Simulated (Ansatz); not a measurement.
# How MnSi absorbs and reflects light, part 2 of 2

What colour and refractive index does MnSi have at this level of theory? The cell comes from an older database entry, whose edges can differ from later determinations, mostly by under a per cent.

Ansatz 0.2.0; DFT, PBE, plane-wave PAW, default files, scalar-relativistic, independent-particle optical response without local fields.

So far. Step 2 (Ground state and bands): There are states at the Fermi level within the smearing, so the occupations stay smeared and the carriers get a Drude term. The cell is left with a pressure of -4.5 GPa and forces up to 0.25 eV/Å, as it stands unrelaxed at this level.

The database entry behind the starting cell differs from later determinations by our own check (0.1 to 0.3 % short, probably kX units), so it need not match the best structure at ambient conditions.

### Step 3. Spectrum

The spectrum is a sum over vertical transitions between filled and empty bands at the fixed density, so many empty bands are needed.

This step: DFT, PBE, plane-wave PAW, default files, scalar-relativistic, independent-particle optical response without local fields (Ansatz 0.2.0).

Input file input.yaml:

```yaml
crystal:
  lattice:
    - [4.548, 0.0, 0.0]
    - [0.0, 4.548, 0.0]
    - [0.0, 0.0, 4.548]
  atoms:
    - { symbol: Mn, position: [0.862, 0.638, 0.362], spin: 4.0 }
    - { symbol: Mn, position: [0.638, 0.362, 0.862], spin: 4.0 }
    - { symbol: Mn, position: [0.362, 0.862, 0.638], spin: 4.0 }
    - { symbol: Mn, position: [0.138, 0.138, 0.138], spin: 4.0 }
    - { symbol: Si, position: [0.154, 0.346, 0.654] }
    - { symbol: Si, position: [0.346, 0.654, 0.154] }
    - { symbol: Si, position: [0.654, 0.154, 0.346] }
    - { symbol: Si, position: [0.846, 0.846, 0.846] }
magnetization:
  spin_polarized: true
kpoints:
  mp_grid: { grid: [5, 5, 5] }
scf:
  occupations: { method: fermi_dirac, width: 0.05 }
hamiltonian:
  xc: pbe
  pseudopotentials: { kind: paw }
output:
  optics:
    e_range: [0, 14]
    de: 0.05
    sigma: 0.1
    drude_damping: 0.03
    nscf_kmesh: { grid: [6, 6, 6] }
    bands: { spectra_wanted_up_to: 14 }
```

Started as:

```bash
$ ansatz run input.yaml --threads 4 --pin off --max-ram 8192MiB --backend cpu --events-out ev --progress --plain --runs-dir out
```

Numbers of over 12 decimals in the logs are rounded to 6 here.

Output:

```text
[...]
Crystal: 8 atoms, lattice volume = 94.072 Å³
Basis set: ecut = 420 eV, 1839 PW (Γ)
Bands: 56, of which v1, the nominal top of the filled ones, is band 38 counted from 1 (37 counted from 0)
Symmetry: 12 space group operations
[...]
k-points: 11 of 125 (time reversal used)
[...]
Starting moments: Σ|m| = 16 μB on 4 of 8 sites
[...]
SCF iter   1: F=—  HF=-18147.314730 eV  |F-HF|=—  |Δ(HF+E_count)|=         —  Δρ=2.49e-1 (↑2.49e-1 ↓1.48e-1)  dr2=9.77e0  dr2_m=3.34e1  M=4.082 μB ∫|m|=5.179 μB  β_m=0.30  ethr=3.10e-3  ⟨swp⟩=7.0  Hψ=4847  notcnv=0  defer=1
[...]
SCF iter  15: F=-18142.284238 eV  HF=-18142.284238 eV  |F-HF|=7.28e-12  |Δ(HF+E_count)|=  1.46e-11  Δρ=2.87e-8 (↑2.40e-8 ↓2.87e-8)  dr2=2.07e-12  dr2_m=2.68e-14  M=3.914 μB ∫|m|=4.575 μB  ethr=1.00e-12  ⟨swp⟩=8.0  Hψ=4783  notcnv=0
SCF 1 converged in 15 iterations: F = -18142.284238 eV  dr2 = 2.07e-12
[...]
NSCF: frozen V_eff on 24 k-points
output.optics: what the bands over the 84 summed would add to eps1, eps2 and the energy-loss function is held between a lower and an upper bound (8 Lanczos steps). eps1, eps2 and their loss function (loss_summed_bands) are given on every row as the summed bands alone make them. Along an axis, on a row where the two bounds hold the loss function to about 1 % of the greater of itself and 0.5 % of |1/eps|, its cell (loss_completed) is given, with the completed eps1 and eps2 that it is formed of (a cell that is left empty reads nan in the table and null in the record). The two bounds hold it so along every axis on all 280 rows up to 14.000 eV. [rest of the remark cut]
SCF converged after 15 iterations
Magnetization: 3.9141 μB (39.9571 up, 36.0429 down)
Absolute magnetization: 4.5751 μB (∫|ρ↑−ρ↓|, with the PAW one-centre terms)
[...]
Per-site moments (μB) at R_I (Å): [(0.996899, 0.948829), (0.996899, 0.948829), (0.996899, 0.948829), (0.996899, 0.948829), (-0.042481, 0.948829), (-0.042481, 0.948829), (-0.042481, 0.948829), (-0.042481, 0.948829)]
Free energy (F): -18142.284238 eV
[...]
Internal energy: -18142.251136 eV  (E = F + TS)
E sigma→0 (E₀):  -18142.267687 eV
Entropy (-TS):   -0.033102 eV (-4.138 meV/atom)
Fermi energy:    15.711708 eV
[...]
--- Band table (eV; the first three rows and the last of 22) ---
  k-point 0 ↑: bands = [... 34 lower, 13.8202, 15.3275, 15.3275, 15.3275, 15.3871, 15.3871, 16.4453, 16.4453, ... 14 higher]
  k-point 1 ↑: bands = [... 34 lower, 14.1002, 15.0063, 15.1130, 15.3142, 15.4011, 15.6538, 16.1408, 16.3476, ... 14 higher]
  k-point 2 ↑: bands = [... 34 lower, 14.2307, 14.6024, 15.0601, 15.1561, 15.4930, 15.6460, 15.9564, 16.0992, ... 14 higher]
  k-point 10 ↓: bands = [... 34 lower, 15.6363, 15.7649, 15.8455, 15.9125, 16.0084, 16.0835, 16.8381, 16.8703, ... 14 higher]
```

Wall time 5.3 min (4 threads of Intel Xeon at 2.50GHz (Skylake/Cascade Lake), shared host); peak memory 2 GiB.

This step gave:

```
main peak of the optical conductivity above 1 eV, first axis : 6.355 eV
Drude plasma energy, first axis                              : 2.285 eV
bands summed                                                 : 84
spectra valid up to                                          : 22.11 eV
program's estimate of the k-sum error in Im epsilon          : 0.18 %
electrons in the f-sum                                       : 39.69
```

The Im ε, any direction has structure finer than the step of the table below, so its rows give means over 0.5 eV, whole bins alone (the curve runs from 0.3 to 14 eV). Peaks (eV: height): 1.30: 23.6, 1.95: 23.1, 6.35: 19.8.

Table of Im ε, any direction by photon energy; means over each step:

photon energy (eV), Im ε, any direction and a bar:
```
      1.0       19.7 ##########################
      1.5       20.9 ############################
      2.0       22.1 ##############################
      2.5       17.2 #######################
      3.0       12.5 ################
      3.5       10.8 ##############
      4.0       11.7 ###############
      4.5       12.2 ################
      5.0       14.6 ###################
      5.5       14.5 ###################
      6.0       16.3 ######################
      6.5       17.3 #######################
      7.0       13.3 #################
      7.5       10.4 #############
      8.0        7.7 #########
      8.5        6.3 #######
      9.0        5.1 ######
      9.5        4.2 ####
     10.0        3.5 ###
     10.5        3.0 ###
     11.0        2.6 ##
     11.5        2.4 ##
     12.0        2.1 #
     12.5        1.8 #
     13.0        1.5 
     13.5        1.2
```

The Re ε, any direction by photon energy:

photon energy (eV), Re ε, any direction and a bar from the least value:
```
      0.5       -9.3 
      1.0       18.2 ##############################
      1.5       13.2 #########################
      2.0        9.8 #####################
      2.5        3.9 ##############
      3.0        3.5 ##############
      3.5        7.8 ###################
      4.0        6.1 #################
      4.5        7.8 ###################
      5.0        6.1 #################
      5.5        4.6 ###############
      6.0        2.9 #############
      6.5       -4.0 ######
      7.0       -4.4 #####
      7.5       -6.4 ###
      8.0       -6.0 ####
      8.5       -5.4 ####
      9.0       -4.9 #####
      9.5       -4.5 #####
     10.0       -3.9 ######
     10.5       -3.6 ######
     11.0       -3.1 #######
     11.5       -2.8 #######
     12.0       -2.6 #######
     12.5       -2.5 #######
     13.0       -2.3 ########
     13.5       -2.0 ########
     14.0       -1.8 ########
```

The reflectivity at normal incidence, any direction has structure finer than the step of the table below, so its rows give means over 0.5 eV, whole bins alone (the curve runs from 0.3 to 14 eV). Peaks (eV: height): 1.30: 51.5, 2.25: 51.8, 7.85: 60.3, 13.60: 61.3.

Reflectivity at normal incidence, any direction against photon energy; means over each step:

photon energy (eV), reflectivity at normal incidence, any direction (%) and a bar from the least value:
```
      1.0       48.7 ##############
      1.5       49.4 ###############
      2.0       50.8 #################
      2.5       47.7 #############
      3.0       41.3 #####
      3.5       37.5 
      4.0       39.1 ##
      4.5       39.8 ###
      5.0       43.7 ########
      5.5       44.2 #########
      6.0       47.3 ############
      6.5       55.1 ######################
      7.0       55.7 #######################
      7.5       59.1 ###########################
      8.0       59.6 ############################
      8.5       58.9 ###########################
      9.0       59.2 ############################
      9.5       59.4 ############################
     10.0       58.5 ###########################
     10.5       58.5 ###########################
     11.0       57.2 #########################
     11.5       55.8 #######################
     12.0       56.1 ########################
     12.5       58.5 ###########################
     13.0       59.8 ############################
     13.5       61.1 ##############################
```

The loss function −Im 1/ε at q → 0, any direction by energy loss; read off at these points:

energy loss (eV), loss function −Im 1/ε at q → 0, any direction and a bar from the least value:
```
    0.500      0.029 
    0.750      0.042 ##
    1.000      0.028 
    1.250      0.029 
    1.500      0.035 #
    1.750      0.033 #
    2.000      0.037 #
    2.250      0.043 ##
    2.500      0.055 ####
    2.750      0.063 #####
    3.000      0.073 ######
    3.200      0.082 ########
    3.250      0.080 #######
    3.500      0.062 #####
    3.750      0.060 ####
    4.000      0.068 ######
    4.250      0.065 #####
    4.500      0.058 ####
    4.750      0.057 ####
    5.000      0.056 ####
    5.250      0.064 #####
    5.500      0.062 #####
    5.750      0.063 #####
    6.000      0.059 ####
    6.250      0.053 ####
    6.500      0.055 ####
    6.750      0.063 #####
    7.000      0.068 ######
    7.250      0.065 #####
    7.500      0.070 ######
    7.750      0.073 ######
    8.000      0.081 #######
    8.250      0.088 ########
    8.500      0.091 #########
    8.750      0.095 #########
    9.000      0.102 ##########
    9.250      0.107 ###########
    9.500      0.111 ###########
    9.750      0.120 #############
   10.000      0.128 ##############
   10.250      0.135 ###############
   10.500      0.138 ###############
   10.750      0.146 ################
   11.000      0.161 ##################
   11.250      0.168 ###################
   11.500      0.180 #####################
   11.750      0.181 #####################
   12.000      0.188 ######################
   12.250      0.185 ######################
   12.500      0.187 ######################
   12.750      0.195 #######################
   13.000      0.197 #######################
   13.250      0.205 ########################
   13.500      0.216 ##########################
   13.750      0.236 #############################
   14.000      0.245 ##############################
```

Values under 1 per cm are given as 1. The absorption coefficient, any direction by photon energy:

photon energy (eV), log10 absorption coefficient, any direction (1/cm) and a bar from the least value:
```
    0.500        5.4 ##
    1.000        5.3 
    1.500        5.5 #######
    2.000        5.7 ############
    2.500        5.8 ###############
    3.000        5.8 ###############
    3.500        5.8 #############
    4.000        5.9 ################
    4.500        5.9 #################
    5.000        6.1 ######################
    5.500        6.1 #######################
    6.000        6.2 #########################
    6.500        6.3 #############################
    7.000        6.3 #############################
    7.500        6.4 ##############################
    8.000        6.4 ##############################
    8.500        6.4 ##############################
    9.000        6.3 ##############################
    9.500        6.3 #############################
   10.000        6.3 #############################
   10.500        6.3 #############################
   11.000        6.3 #############################
   11.500        6.3 #############################
   12.000        6.3 #############################
   12.500        6.3 #############################
   13.000        6.3 #############################
   13.500        6.3 ############################
   14.000        6.3 ############################
```

Optical constants at common wavelengths, from n + ik = √ε:

```tsv
wavelength (nm)	n	k	R (%)	1/α
800	4.33	2.252	48.3	28 nm
633	4.25	2.705	51.3	19 nm
450	3.12	2.312	44.1	15 nm
405	2.83	2.109	40.8	15 nm
365	3.06	1.611	35.8	18 nm
308	3.10	1.821	38.4	13 nm
248	3.38	2.302	44.8	8.6 nm
```

A polished face would reflect 50 % of daylight and look faintly yellow-green (CIE x = 0.323, y = 0.344 under D65).

### Step 4. Summary of results

- gap on the path: 0 eV
- main peak of the optical conductivity above 1 eV, first axis: 6.35 eV
- Drude plasma energy, first axis: 2.29 eV

At this level (PBE, independent particles) MnSi is a metal with a Drude plasma energy of 2.3 eV; it reflects 52 % at 550 nm. Along x the bare Drude plasma energy is 2.3 eV; Re ε first rises through zero at 0.59 eV, far lower, because interband transitions screen the carriers. Im ε is 24 there, so the loss peak at that energy is weak. A polished face would reflect 50 % of daylight and look faintly yellow-green (CIE x = 0.323, y = 0.344 under D65). In the base run ε includes the program's bounded estimate of what the bands above those summed add. The carriers' damping of 0.03 eV is typed, not computed; at 0.8 eV the carriers give 2 % of Im ε along the first axis; the rest comes from the sum over bands, which at low energy also holds close bands and the noise of the mesh. The magnetic state comes from one start and need not be the lowest. The Fermi-Dirac width of 0.05 eV acts as an electron temperature of 580 K in the carriers' term.

[Logs are printed without paths, hosts, clocks, repeated set-up lines and the standing remarks that a program may print on its own settings, such as how far it seeks lower states.]

[Hosts, paths, dates, database ids (printed as entryN), source tags and the programs' standing remarks are cut or masked in the printed files.]
